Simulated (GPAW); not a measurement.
# The S K excitation threshold of ZnS (F-43m) under uniform strain

For each volume the threshold was computed as E(hole) − E(ground) plus the lowest empty eigenvalue of the hole cell (GPAW, LDA, 8-atom cell, total energies on 3×3×3 k points, the eigenvalue on 5×5×5, hole spin-paired). The values are raw, 17 eV above the value with the free atom's term for the hole's spin taken off; only their change is used. The threshold is the spectrum's zero, where absorption may be weak, not the visible edge.

| volume | ln(V/V₀) | threshold (eV) |
| --- | --- | --- |
| V × 0.94 | -0.06188 | 2474.321 |
| V × 0.97 | -0.03046 | 2474.149 |
| V × 1 | +0.00000 | 2473.981 |
| V × 1.03 | +0.02956 | 2473.818 |
| V × 1.06 | +0.05827 | ? |

The database entry behind the starting cell differs from later determinations by our own check (about 0.1 % short), so it need not match the best structure at ambient conditions.

**Question.** Fit a straight line in ln(V/V₀), give its slope, and predict the threshold at V × 1.06.

The means of the given rows are x̄ = -0.01570 and Ē = 2474.067 eV. Σ(x − x̄)(E − Ē) = -0.02556 and Σ(x − x̄)² = 0.004645, so the slope is -5.50 eV, and the line passes the given rows within 0.001 eV. At x = +0.05827 it gives 2474.067 + (-5.50) × (+0.07397) = 2473.660 eV. The run gives 2473.660 eV, a miss of +0.000 eV over a total move of -0.661 eV. The slope is the clamped-ion volume deformation potential of the lowest empty level of the hole cell on this mesh (the hole may pull it below the band edge) against the S 1s level, with the hole's relaxation included: the threshold falls by 0.055 eV for 1 % of expansion. The charged cell's image error also scales with the cell's size and isn't taken out.

[Hosts, paths, dates, database ids (printed as entryN), source tags and the programs' standing remarks are cut or masked in the printed files.]

[Lists of maxima count a maximum above −3 eV only where it reaches 4 % of the highest in the window and stands out from its surroundings by 2 % of it (1.5 % where it reaches 55 %); shoulders and weaker maxima are passed over, and of the rest the first, up to two pre-edge ones and the few strongest are named.]
